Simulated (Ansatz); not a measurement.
# In2S (model cell, started as cuprite): a soft mode frozen in

Aim: this structure of In2S (model cell, started as cuprite) is to be tested for unstable modes, and one is followed downhill.

Program: Ansatz 0.2.0. Level of theory: DFT PBEsol, scalar-relativistic, plane waves, PAW. Results are calculated unless marked as measured.

The structure was built from a prototype and need not be the compound's stable phase.

## (1) Set-up

The structure is cubic, space group Pn-3m (No. 224). The conventional cell has a = 6.290 Å, b = 6.290 Å, c = 6.290 Å, α = 90.00°, β = 90.00°, γ = 90.00°. S has 4 In at 2.72 Å nearest. Nearest to In lie 2 S at 2.72 Å. Farther neighbours and most contacts between anions are not listed.

Structure file:

```cif
data_structure
_symmetry_space_group_name_H-M 'Pn-3m:1'
_symmetry_Int_Tables_number 224
_cell_length_a 6.2898
_cell_length_b 6.2898
_cell_length_c 6.2898
_cell_angle_alpha 90.000
_cell_angle_beta 90.000
_cell_angle_gamma 90.000
_cell_volume 248.84
loop_
_atom_site_label
_atom_site_type_symbol
_atom_site_symmetry_multiplicity
_atom_site_Wyckoff_symbol
_atom_site_fract_x
_atom_site_fract_y
_atom_site_fract_z
_atom_site_occupancy
S1 S 2 a 0.00000 0.00000 0.00000 1
In1 In 4 b 0.25000 0.25000 0.25000 1
```

## (2) Response at finite wavevector

The cell comes from relaxations at this level that are not shown. Stability and thermal properties need the whole zone. Linear response on a 2×2×2 q mesh gives force constants as far as a supercell of that size would.

input.yaml reads:

```yaml
crystal:
  lattice:
    - [6.2898146533, 0.0, 0.0]
    - [0.0, 6.2898146533, 0.0]
    - [0.0, 0.0, 6.2898146533]
  atoms:
    - { symbol: S, position: [0.0, 0.0, 0.0] }
    - { symbol: S, position: [0.5, 0.5, 0.5] }
    - { symbol: In, position: [0.25, 0.25, 0.25] }
    - { symbol: In, position: [0.75, 0.75, 0.25] }
    - { symbol: In, position: [0.75, 0.25, 0.75] }
    - { symbol: In, position: [0.25, 0.75, 0.75] }
kpoints:
  mp_grid: { grid: [6, 6, 6] }
hamiltonian:
  xc: pbesol
scf:
  occupations: { method: methfessel_paxton, width: 0.2 }
output:
  eigenvalues: true
phonons:
  method: dfpt
  qmesh: [2, 2, 2]
  temperatures: { t_max: 1000, t_step: 50 }
  qpath:
    path:
      - [[0.0, 0.0, 0.0], [0.0, 0.5, 0.0], [0.5, 0.5, 0.0], [0.0, 0.0, 0.0], [0.5, 0.5, 0.5], [0.0, 0.5, 0.0]]
      - [[0.5, 0.5, 0.5], [0.5, 0.5, 0.0]]
    npoints: 10
```

Run with:

```console
ansatz run input.yaml --threads 8 --pin off --max-ram 14336MiB --backend cpu --events-out ev --progress --plain --runs-dir out
```

Numbers of over 12 decimals in the logs are rounded to 6 here.

The log of the run:

```text
Warning: phonons: the dynamical matrix that this run interpolates holds no multipole term above the dipole-dipole one, and a site of this crystal is no centre of inversion, so its interpolated transverse optical and acoustic branches and sound speeds can stay off near Gamma, and the density of states and the thermodynamics with them. What a run solves at a wave vector of phonons.qpoints, Gamma apart, where the deck admits one, is free of this, and under fd what a larger phonons.supercell samples
Engine: ansatz 0.2.0, aarch64-unknown-linux-gnu
Pseudopotentials: kind: paw
Pseudopotential: S, paw, valence charge 6, recommended cutoff 420 eV (normal), S.paw.azcp
Pseudopotential: In, paw, valence charge 13, recommended cutoff 420 eV (normal), In.paw.azcp
Functional definition: PBEsol
  exchange = pbesol_x
  correlation = pbesol_c
Crystal: 6 atoms, lattice volume = 248.836 Å³
Basis set: ecut = 420 eV, 4945 PW (Γ), exchange–correlation on 96×96×96 points (8 copies of the dense FFT grid, shifted against one another)
Bands: 39, of which v1, the nominal top of the filled ones, is band 32 counted from 1 (31 counted from 0)
Symmetry: 48 space group operations
k-points: 20 of 216
Non-local potential: S, projectors of the file, l = 0: 2, l = 1: 2, l = 2: 2
Non-local potential: In, projectors of the file, l = 0: 2, l = 1: 2, l = 2: 2, l = 3: 2
PAW form: soft (Blöchl's): semilocal exchange-correlation on the pseudo side does not see the compensation charge
PAW frozen core: S, regenerated for the run's functional, and the local potential with it (the file was generated under x = pbe(κ = 0.804, μ = 0.219515), c = pbe(β = 0.066725))
PAW frozen core: In, regenerated for the run's functional, and the local potential with it (the file was generated under x = pbe(κ = 0.804, μ = 0.219515), c = pbe(β = 0.066725))
PAW one-centre angular grid: S, 110 points (default); XC on 64 Gauss nodes
PAW one-centre angular grid: In, 590 points (default); XC on 64 Gauss nodes
Initial density: superposition of atomic densities (neutral atoms: chi_scale 0, normalization atom), corrected by the library's trained network
Initial wavefunctions: pseudopotential atomic-orbital guess
Functional: x = pbesol(κ = 0.804, μ = 0.123457), c = pbesol(β = 0.046)
SCF iter   1: F=—  HF=-23868.576135 eV  |F-HF|=—  |Δ(HF+E_count)|=         —  Δρ=3.87e-3  dr2=8.05e-2  ethr=1.77e-3  ⟨swp⟩=7.0  Hψ=3030  notcnv=0
preconditioner: auto → LDOS  [metal: Δε(μ)=0.016 eV  Ē_g=12.517 eV  σ=0.200 eV  W_gap=0.07  n_scr=32 (ndim 8)  ℏωp=18.8 eV  f_vac=0.041  D(μ)=6.77/eV (n_scr^D=32)  β→1.0]
SCF iter   2: F=—  HF=-23868.569888 eV  |F-HF|=—  |Δ(HF+E_count)|=   6.25e-3  S|Δr|=    0.00e0  Δρ=1.65e-3  dr2=1.61e-2  ethr=1.26e-4  ⟨swp⟩=1.6  Hψ=1327  notcnv=0
SCF iter   3: F=—  HF=-23868.570606 eV  |F-HF|=—  |Δ(HF+E_count)|=   7.18e-4  S|Δr|=    0.00e0  Δρ=1.36e-3  dr2=4.56e-3  ethr=2.51e-5  ⟨swp⟩=2.0  Hψ=1394  notcnv=0
SCF iter   4: F=—  HF=-23868.568858 eV  |F-HF|=—  |Δ(HF+E_count)|=   1.75e-3  S|Δr|=    0.00e0  Δρ=2.88e-4  dr2=2.20e-4  ethr=7.12e-6  ⟨swp⟩=2.0  Hψ=1405  notcnv=0
SCF iter   5: F=—  HF=-23868.568821 eV  |F-HF|=—  |Δ(HF+E_count)|=   3.62e-5  S|Δr|=    0.00e0  Δρ=4.33e-5  dr2=1.12e-5  ethr=3.44e-7  ⟨swp⟩=2.8  Hψ=1485  notcnv=0
SCF iter   6: F=—  HF=-23868.568821 eV  |F-HF|=—  |Δ(HF+E_count)|=   7.67e-7  S|Δr|=    0.00e0  Δρ=6.98e-6  dr2=2.45e-7  ethr=1.75e-8  ⟨swp⟩=3.0  Hψ=1440  notcnv=0
SCF iter   7: F=—  HF=-23868.568783 eV  |F-HF|=—  |Δ(HF+E_count)|=   3.75e-5  S|Δr|=    0.00e0  Δρ=1.71e-6  dr2=8.40e-9  ethr=3.82e-10  ⟨swp⟩=3.0  Hψ=1576  notcnv=0
SCF iter   8: F=—  HF=-23868.568783 eV  |F-HF|=—  |Δ(HF+E_count)|=   6.54e-9  S|Δr|=    0.00e0  Δρ=2.61e-7  dr2=2.22e-10  ethr=1.31e-11  ⟨swp⟩=2.0  Hψ=1004  notcnv=0
SCF iter   9: F=-23868.568783 eV  HF=-23868.568783 eV  |F-HF|=7.28e-12  |Δ(HF+E_count)|=  2.18e-11  S|Δr|=    0.00e0  Δρ=3.52e-8  dr2=2.30e-12  ethr=1.00e-12  ⟨swp⟩=9.4  Hψ=4312  notcnv=0
SCF 1 converged in 9 iterations: F = -23868.568783 eV  dr2 = 2.30e-12
  greatest PAW one-centre occupation: 0.984 electrons in one spin orbital (limit 2), on the In atom at site 2 (counted from 0), in its partial waves of l = 2
Initial density: read from a saved state, or passed on in memory by an earlier SCF of this step, an earlier step, the calling program or the single point that the run made first
iter 1 solved again at ethr=3.52e-7 eV; its pass at ethr=3.10e-3 eV (dr2=2.25e-4 eV) is discarded
SCF iter   1: F=—  HF=-23868.568825 eV  |F-HF|=—  |Δ(HF+E_count)|=         —  Δρ=2.38e-7  dr2=6.81e-11  ethr=3.52e-7  ⟨swp⟩=3.3  Hψ=5353  notcnv=0
eigensolver tolerance schedule: the retry pair's looser diagonalisation over-reported the residual by 3306280.67 of it (diagonalisation noise at an unbounded share of the residual, at the tolerance the schedule requests for it); recorded, not acted on — ethr = c·dr2/N_el stays at c = 1.0e-1
preconditioner: auto → LDOS  [metal: Δε(μ)=0.027 eV  Ē_g=12.523 eV  σ=0.200 eV  W_gap=0.11  n_scr=32 (ndim 8)  ℏωp=18.8 eV  f_vac=0.043  D(μ)=7.22/eV (n_scr^D=56)  β→1.0]
SCF iter   2: F=—  HF=-23868.568783 eV  |F-HF|=—  |Δ(HF+E_count)|=   4.22e-5  S|Δr|=    0.00e0  Δρ=2.90e-7  dr2=9.39e-11  ethr=1.00e-12  ⟨swp⟩=3.6  Hψ=2163  notcnv=0
SCF iter   3: F=—  HF=-23868.568783 eV  |F-HF|=—  |Δ(HF+E_count)|=  4.37e-11  S|Δr|=    0.00e0  Δρ=1.09e-7  dr2=1.49e-11  ethr=1.00e-12  ⟨swp⟩=1.0  Hψ=780  notcnv=0
SCF iter   4: F=-23868.568783 eV  HF=-23868.568783 eV  |F-HF|=1.82e-11  |Δ(HF+E_count)|=  3.64e-12  S|Δr|=    0.00e0  Δρ=8.37e-8  dr2=9.20e-12  ethr=1.00e-12  ⟨swp⟩=4.7  Hψ=2033  notcnv=0
SCF 2 converged in 4 iterations: F = -23868.568783 eV  dr2 = 9.20e-12
  greatest PAW one-centre occupation: 0.984 electrons in one spin orbital (limit 2), on the In atom at site 5 (counted from 0), in its partial waves of l = 2
phonons: the bands overlap, so this run is a metal and interpolates without the dipole-dipole term. If the crystal is really an insulator or semiconductor, its LO-TO splitting is missing
NSCF: frozen V_eff on 20 k-points
NSCF: frozen V_eff on 68 k-points
DFPT response loops at q = (0, 0, 0) (fractional): preconditioner auto → Kerker (q_TF=auto, 2.176 Å⁻¹) (partly filled bands, converged f_vac=0.043); β = 1.00, the filter's whole step (`scf.mixing.beta` (0.50) is not read by the response loops under this deck's `scf.mixing.preconditioner`; to damp them name `kerker` or `kerker_dos`, under which they read `scf.mixing.beta`, and type it under 1.00, their step now; both keys bind the ground state too); Broyden in place of MSR1
NSCF: frozen V_eff on 224 k-points
DFPT response loops at q = (0, 0, -0.5) (fractional): mixed as the last ones told, above
NSCF: frozen V_eff on 224 k-points
DFPT response loops at q = (0, -0.5, -0.5) (fractional): mixed as the last ones told, above
NSCF: frozen V_eff on 136 k-points
DFPT response loops at q = (-0.5, -0.5, -0.5) (fractional): mixed as the last ones told, above
SCF converged after 9 iterations
Stability not checked: this state was not tested for a lower state beside it, because cold or Methfessel-Paxton smearing, or corrected tetrahedra, fill the levels in a way that the test cannot read (fill_not_monotonic; see scf.lower_state_search)
Free energy (F): -23868.568783 eV
Harris-Foulkes:  -23868.568783 eV  (|F-HF|=7.28e-12)
Internal energy: -23868.573701 eV  (E = F + TS)
E sigma→0 (E₀):  -23868.570013 eV
Entropy (-TS):   0.004918 eV (0.820 meV/atom)
Fermi energy:    3.603635 eV
--- Per-component energies (eV) ---
  E_band       = -449.305490
  E_kinetic    = 1168.221390
  E_local      = -6418.790562  (includes V_loc(G=0)·N_el)
  E_nonlocal   = 1528.015946
  E_hartree    = 2516.838724
  E_xc         = -1043.271658
  E_vxc        = -568.426196  (∫ρ·V_xc dr)
  E_paw        = -17486.535229  (= ΣΔE_a)
  E_vpaw       = -1192.003561  (= ΣTr[D̂ρ^β])
  E_aug_tail   = 0.000104  (compensation charges beyond the density's cutoff)
  E_ewald      = -4134.119924
  E_core_change = 1.067509  (= ΣΔE_core)
  E_smearing   = 0.004918  (= −TS)
  E_closure    = -0.000000  (closes the sum)
  Σ components = -23868.568783   (vs F -23868.568783, Δ=0.00e0)
--- Band table (eV; the first three rows and the last of 20) ---
  k-point 0: bands = [... 28 lower, 0.4412, 3.0961, 3.0961, 3.8620, 3.8620, 3.8620, 5.9360, 5.9360, ... 3 higher]
  k-point 1: bands = [... 28 lower, 0.8345, 3.2047, 3.3361, 3.6723, 3.7451, 3.7451, 5.5033, 5.9561, ... 3 higher]
  k-point 2: bands = [... 28 lower, 1.5638, 3.0920, 3.5268, 3.5578, 3.5578, 4.0473, 4.7415, 5.8280, ... 3 higher]
  k-point 19: bands = [... 28 lower, 1.2517, 3.5837, 3.5837, 3.5837, 3.9926, 3.9926, 3.9926, 6.4032, ... 3 higher]
--- Phonons (Γ-DFPT): 2 representative perturbations + reference (Σ response iterations 6) ---
  ASR residual: 3.612e-5 → 0.000e0 eV/Å²; symmetrization residual: 3.012e-6 eV/Å²
  ASR residual per site (eV/Å²): 8.40e-6 8.40e-6 3.61e-5 3.61e-5 3.61e-5 3.61e-5
  Γ frequencies (cm⁻¹): -220.14 -220.14 -220.14 -189.92 -189.92 -189.92 -89.23 -89.23 -89.23 -84.76 -84.76 0.00 0.00 0.00 47.89 47.89 47.89 128.01
--- Phonons (arbitrary-q DFPT): 4 irreducible q on the 2×2×2 mesh ---
  q = [0.0000, 0.0000, 0.0000] (star 1, of the zone-centre solve; hermiticity 1.28e-6, symmetrization 1.90e-12): -220.14 -220.14 -220.14 -189.92 -189.92 -189.92 -89.23 -89.23 -89.23 -84.76 -84.76 -0.00 -0.00 -0.00 47.89 47.89 47.89 128.01
  q = [0.0000, 0.0000, -0.5000] (star 3, 4 solved perturbations in 284 linear systems a pass and spin channel, the states on 112 of 216 k-point pairs; hermiticity 1.99e-6, symmetrization 3.81e-12): -228.86 -228.86 -182.47 -182.47 -91.38 -91.38 -84.79 -84.79 -62.30 -62.30 -33.64 -33.64 -28.05 -28.05 53.67 53.67 88.63 88.63
  q = [0.0000, -0.5000, -0.5000] (star 3, 4 solved perturbations in 284 linear systems a pass and spin channel, the states on 112 of 216 k-point pairs; hermiticity 1.16e-6, symmetrization 1.47e-12): -225.77 -225.77 -187.36 -187.36 -122.11 -122.11 -61.82 -61.82 -57.11 -57.11 -57.11 -57.11 -52.02 -52.02 50.37 50.37 92.62 92.62
  q = [-0.5000, -0.5000, -0.5000] (star 1, 2 solved perturbations in 108 linear systems a pass and spin channel, the states on 68 of 216 k-point pairs; hermiticity 3.17e-7, symmetrization 1.33e-11): -215.67 -215.67 -215.67 -157.62 -157.62 -157.62 -68.92 -68.92 -68.92 -47.70 -47.70 -29.58 -29.58 -29.58 57.53 57.53 57.53 136.68
  sum rule: each row above includes the acoustic sum rule's correction from the zone centre's row sums; it moved no ω² by more than (0.32 cm⁻¹)²
  mesh force constants: q→R imaginary residual 2.02e-17; ASR residual 3.612e-5 → 0.000e0 eV/Å²; symmetrization residual 1.776e-15 eV/Å²
  interpolated dispersion: 62 rows × 18 modes
  density of states and harmonic sums: on the 10×10×10 q-mesh, interpolated from the force constants of a 2×2×2 supercell (no non-analytic term)
  largest difference from the sums on the solved wave vectors: F 1.03e-1 eV, S 1.27e-4 and C_V 2.60e-5 eV/K
  zero-point energy: 0.017723 eV/cell   skipped modes (ω ≤ 0): 763, of them read as no rigid motion or as one in doubt: 760 (1.372e1 modes/cell left out, lowest -235.02 cm⁻¹)   left out of the sums: 7.62e-1 of the cell's modes: C_V's classical limit lies that fraction below 3 k_B per atom; for a crystal, a wire or a layer, F and S can be off by more, and a phonons.interpolated_qmesh denser along its periods is the remedy for the sampling
```

Run time: 2.6 min. Hardware: 8 threads of Arm Neoverse V2, shared host; peak memory 3.1 GiB.

This step gave:

```
volume per atom                                         : 41.47 Å³
gap on the k-mesh                                       : 0 eV
sum-rule residual before enforcement                    : 3.61e-5 eV/Å²
lowest frequency on the path                            : -235.2 cm⁻¹
point group                                             : m-3m
highest frequency on the path or at a solved wavevector : 136.7 cm⁻¹
highest optical mode at the zone centre (no LO-TO term) : 128.0 cm⁻¹
lowest optical zone-centre mode                         : -220.1 cm⁻¹
lowest mode on the q mesh (acoustic modes at Γ apart)   : -228.9 cm⁻¹
```

Frequencies (cm⁻¹) solved at each irreducible wavevector; negative means imaginary. Frequencies by wavevector, by row:

| q in reciprocal lattice units | star | mode 1 | mode 2 | mode 3 | mode 4 | mode 16 | mode 17 | mode 18 |
| --- | --- | --- | --- | --- | --- | --- | --- | --- |
| 0 0 0 | 1 | -220.1 | -220.1 | -220.1 | -189.9 | 47.9 | 47.9 | 128 |
| 0 0 -0.5 | 3 | -228.9 | -228.9 | -182.5 | -182.5 | 53.7 | 88.6 | 88.6 |
| 0 -0.5 -0.5 | 3 | -225.8 | -225.8 | -187.4 | -187.4 | 50.4 | 92.6 | 92.6 |
| -0.5 -0.5 -0.5 | 1 | -215.7 | -215.7 | -215.7 | -157.6 | 57.5 | 57.5 | 136.7 |

Interpolated from a 2×2×2 q mesh. The phonon branches at the labelled points (cm⁻¹):

| point | branch 1 | branch 2 | branch 3 | branch 4 | branch 15 | branch 16 | branch 17 | branch 18 |
| --- | --- | --- | --- | --- | --- | --- | --- | --- |
| Γ | -220 | -220 | -220 | -190 | 48 | 48 | 48 | 128 |
| halfway | -230 | -230 | -205 | -183 | 49 | 49 | 56 | 117 |
| X | -229 | -229 | -182 | -182 | 54 | 54 | 89 | 89 |
| halfway | -229 | -229 | -183 | -183 | 51 | 51 | 92 | 92 |
| M | -226 | -226 | -187 | -187 | 50 | 50 | 93 | 93 |
| halfway | -235 | -217 | -214 | -150 | 46 | 51 | 68 | 110 |
| Γ | -220 | -220 | -220 | -190 | 48 | 48 | 48 | 128 |
| halfway | -226 | -220 | -220 | -138 | 47 | 47 | 72 | 112 |
| R | -216 | -216 | -216 | -158 | 58 | 58 | 58 | 137 |
| halfway | -227 | -224 | -203 | -161 | 51 | 53 | 70 | 115 |
| X | -229 | -229 | -182 | -182 | 54 | 54 | 89 | 89 |
| jump to R | -216 | -216 | -216 | -158 | 58 | 58 | 58 | 137 |
| halfway | -222 | -222 | -209 | -164 | 54 | 54 | 57 | 124 |
| M | -226 | -226 | -187 | -187 | 50 | 50 | 93 | 93 |

Symmetry leaves 4 wavevectors to solve. The lowest mode among them, the acoustic zeros apart, lies at q = (0, 0, -0.5) and is imaginary, 228.9i cm⁻¹, so the energy falls along it. Between them the interpolated path dips to 235i cm⁻¹.

## (3) The mode frozen in, largest atomic shift 0 Å

The mode followed lies at q = (0, 0, -0.5) with frequency 228.9i cm⁻¹ and is 2-fold degenerate, the softest among the wavevectors solved. At small amplitude the distorted cell has space group no. 95 by a symmetry search on the positions. The undistorted cell that holds it gives the zero of energy on the same k mesh.

System of this step: In2S (model cell, started as cuprite). Symmetry: Pn-3m, No. 224, cubic system. Conventional cell: a = 6.290 Å, b = 6.290 Å, c = 6.290 Å, α = 90.00°, β = 90.00°, γ = 90.00°. S has 4 In at 2.72 Å nearest. In has 2 S at 2.72 Å nearest. Farther neighbours and most contacts between anions are not listed.

input.yaml reads:

```yaml
crystal:
  lattice:
    - [6.2898146533, 0.0, 0.0]
    - [0.0, 6.2898146533, 0.0]
    - [0.0, 0.0, 12.5796293066]
  atoms:
    - { symbol: S, position: [0.0, 0.0, 0.5] }
    - { symbol: S, position: [0.0, 0.0, 0.0] }
    - { symbol: S, position: [0.5, 0.5, 0.25] }
    - { symbol: S, position: [0.5, 0.5, 0.75] }
    - { symbol: In, position: [0.25, 0.25, 0.125] }
    - { symbol: In, position: [0.25, 0.25, 0.625] }
    - { symbol: In, position: [0.75, 0.75, 0.125] }
    - { symbol: In, position: [0.75, 0.75, 0.625] }
    - { symbol: In, position: [0.75, 0.25, 0.375] }
    - { symbol: In, position: [0.75, 0.25, 0.875] }
    - { symbol: In, position: [0.25, 0.75, 0.375] }
    - { symbol: In, position: [0.25, 0.75, 0.875] }
kpoints:
  mp_grid: { grid: [6, 6, 4] }
hamiltonian:
  xc: pbesol
scf:
  occupations: { method: methfessel_paxton, width: 0.2 }
output:
  forces: true
  stress: true
  eigenvalues: true
```

The log of the run:

```text
[...]
Crystal: 12 atoms, lattice volume = 497.672 Å³
Basis set: ecut = 420 eV, 9863 PW (Γ), exchange–correlation on 90×90×180 points (8 copies of the dense FFT grid, shifted against one another)
Bands: 77, of which v1, the nominal top of the filled ones, is band 64 counted from 1 (63 counted from 0)
Symmetry: 32 space group operations
[...]
k-points: 30 of 144
[...]
k-point 0: bands = [... 60 lower, 3.0972, 3.4825, 3.4825, 3.8642, 3.8643, 3.8643, 4.0508, 4.0508, ... 9 higher]
  k-point 1: bands = [... 60 lower, 3.2353, 3.5267, 3.5267, 3.6406, 3.7534, 3.7933, 3.7933, 4.2617, ... 9 higher]
  k-point 2: bands = [... 60 lower, 3.3840, 3.3840, 3.6472, 3.6472, 3.6472, 3.6472, 3.6826, 3.6826, ... 9 higher]
  k-point 29: bands = [... 60 lower, 3.3706, 3.3706, 3.3706, 3.3706, 4.3190, 4.3190, 4.3190, 4.3190, ... 9 higher]
[key lines of the parts left out:]
SCF converged after 7 iterations
Free energy (F): -47737.138560 eV
Fermi energy:    3.607264 eV
P = ⅓ Tr σ = 0.0135 GPa (0.135 kbar)
```

The job ended after 8.8 s (8 threads; peak memory 2.3 GiB; 67 s of CPU time).

Numbers from this step:

- pressure: 0.01348 GPa
- energy from the undistorted cell: 0 meV/atom

The run ends at a pressure of 0.01 GPa.

## (4) The mode frozen in, largest atomic shift 0.6 Å

The atoms are moved along the unstable eigenvector, the largest shift by 0.6 Å, with the cell fixed.

input.yaml reads:

```yaml
crystal:
  lattice:
    - [6.2898146533, 0.0, 0.0]
    - [0.0, 6.2898146533, 0.0]
    - [0.0, 0.0, 12.5796293066]
  atoms:
    - { symbol: S, position: [0.0953923181, 0.0, 0.5] }
    - { symbol: S, position: [-0.0953923181, 0.0, 0.0] }
    - { symbol: S, position: [0.5, 0.5953923181, 0.25] }
    - { symbol: S, position: [0.5, 0.4046076819, 0.75] }
    - { symbol: In, position: [0.2563918364, 0.2436081636, 0.125] }
    - { symbol: In, position: [0.2436081636, 0.2563918364, 0.625] }
    - { symbol: In, position: [0.7563918364, 0.7436081636, 0.125] }
    - { symbol: In, position: [0.7436081636, 0.7563918364, 0.625] }
    - { symbol: In, position: [0.7436081636, 0.2436081636, 0.375] }
    - { symbol: In, position: [0.7563918364, 0.2563918364, 0.875] }
    - { symbol: In, position: [0.2436081636, 0.7436081636, 0.375] }
    - { symbol: In, position: [0.2563918364, 0.7563918364, 0.875] }
kpoints:
  mp_grid: { grid: [6, 6, 4] }
hamiltonian:
  xc: pbesol
scf:
  occupations: { method: methfessel_paxton, width: 0.2 }
output:
  forces: true
  stress: true
  eigenvalues: true
```

The log of the run:

```text
[...]
Crystal: 12 atoms, lattice volume = 497.672 Å³
Basis set: ecut = 420 eV, 9863 PW (Γ), exchange–correlation on 90×90×180 points (8 copies of the dense FFT grid, shifted against one another)
Bands: 77, of which v1, the nominal top of the filled ones, is band 64 counted from 1 (63 counted from 0)
Symmetry: 8 space group operations
[...]
k-point 0: bands = [... 60 lower, 2.2615, 3.1616, 3.2708, 3.2708, 4.1712, 4.5959, 4.5959, 4.9721, ... 9 higher]
  k-point 1: bands = [... 60 lower, 2.2686, 2.7624, 3.3013, 3.8202, 4.1991, 4.3856, 4.4221, 4.8080, ... 9 higher]
  k-point 2: bands = [... 60 lower, 2.3813, 2.3813, 3.6684, 3.6684, 4.2841, 4.2841, 4.6313, 4.6313, ... 9 higher]
  k-point 29: bands = [... 60 lower, 2.8701, 2.8701, 3.9017, 3.9017, 4.1228, 4.1228, 4.2838, 4.2838, ... 9 higher]
[key lines of the parts left out:]
SCF converged after 8 iterations
Free energy (F): -47738.002419 eV
Fermi energy:    4.007779 eV
P = ⅓ Tr σ = -0.6247 GPa (-6.247 kbar)
```

The job ended after 14 s (8 threads; peak memory 2 GiB; 1.8 min of CPU time).

Numbers from this step:

```
pressure                         : -0.6247 GPa
energy from the undistorted cell : -71.36 meV/atom
```

The energy, extrapolated to zero smearing, is -71.36 meV/atom against the undistorted cell.

The run ends at a pressure of -0.62 GPa, with forces up to 1.0 eV/Å.

[end of part 1 of 2]

[Logs are printed without paths, hosts, clocks, repeated set-up lines and the standing remarks that a program may print on its own settings, such as how far it seeks lower states.]

[Hosts, paths, dates, database ids (printed as entryN), source tags and the programs' standing remarks are cut or masked in the printed files.]
